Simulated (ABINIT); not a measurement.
```xyz
2
Lattice="0.000 2.827 2.827 2.827 0.000 2.827 2.827 2.827 0.000" Properties=species:S:1:pos:R:3 pbc="T T T" subject="GaAs (F-43m): G0W0 with ABINIT, start to end" method="RPA screening on LDA, plane waves, norm-conserving pseudopotentials (and 2 further levels or steps)" program="ABINIT 10.8.3" settings="cutoff 45 Ha, PseudoDojo scalar-relativistic 0.4.1 stringent, norm-conserving, potential set dojo-sr-lda-0.4.1-stringent, ngkpt (4, 4, 4), nband 239, ecuteps 9 Ha, inclvkb 2, shiftk (0, 0, 0), symchi 1, awtr 1, frequency ppm, 4×4×4 k-mesh" cost="5 runs, 9.1 min in all on 4 MPI ranks of Arm Neoverse V1, shared host" notes="The cell and positions come from the Crystallography Open Database and are kept as given unless a step says otherwise. Limits: screening runs away on this mesh; no spin-orbit coupling. The 4×4×4 mesh is coarse for this cell, which bears on the long-range parts of exchange and screening. On this mesh the RPA ε∞ passes 90, more than nearly any semiconductor shows; a coarse mesh does this where one point with a narrow direct gap carries much weight. The screening is then too strong, and the G0W0 gap should not be taken as the material’s." lda_gap="0.27 eV, direct" g0w0_gap_on_the_mesh="1.09 eV" gw_settings="4×4×4 mesh, 239 bands, screening to 244.9 eV, Godby-Needs plasmon pole" known_limits="short of the basis limit; screening runs away on this mesh; no spin-orbit coupling; coarse k mesh"
Ga    0.000    0.000    0.000
As    1.413    1.413    1.413
```

[Long decimals in the printed logs are rounded to 6 places.]

[Logs are printed without paths, hosts, clocks, repeated set-up lines and the standing remarks that a program may print on its own settings, such as how far it seeks lower states.]

[Paths, hosts, dates, memory and timing lines, banners, echoed tables and standing remarks are left out of the program output; an Ansatz launch command may be rebuilt from the run's recorded settings. Measured values are a selection of at most five: reports struck by readers or far from the other reports are left out. None is set beside runs whose start may be inverted or whose files or cutoffs have a known fault.]

[Runs of the session that timed out or met a known fault of the program may be left out.]

[Hosts, paths, dates, database ids (printed as entryN), source tags and the programs' standing remarks are cut or masked in the printed files.]

[G0W0 gaps are taken among the corrected bands and points alone; a level outside them can change the order at an edge.]

[Where Ansatz stands beside ABINIT at settings called matched, ABINIT's density can come from a denser mesh and the files from another edition; pairs whose starting gaps differed by over 0.03 eV were left out, so agreement reads better than it is.]
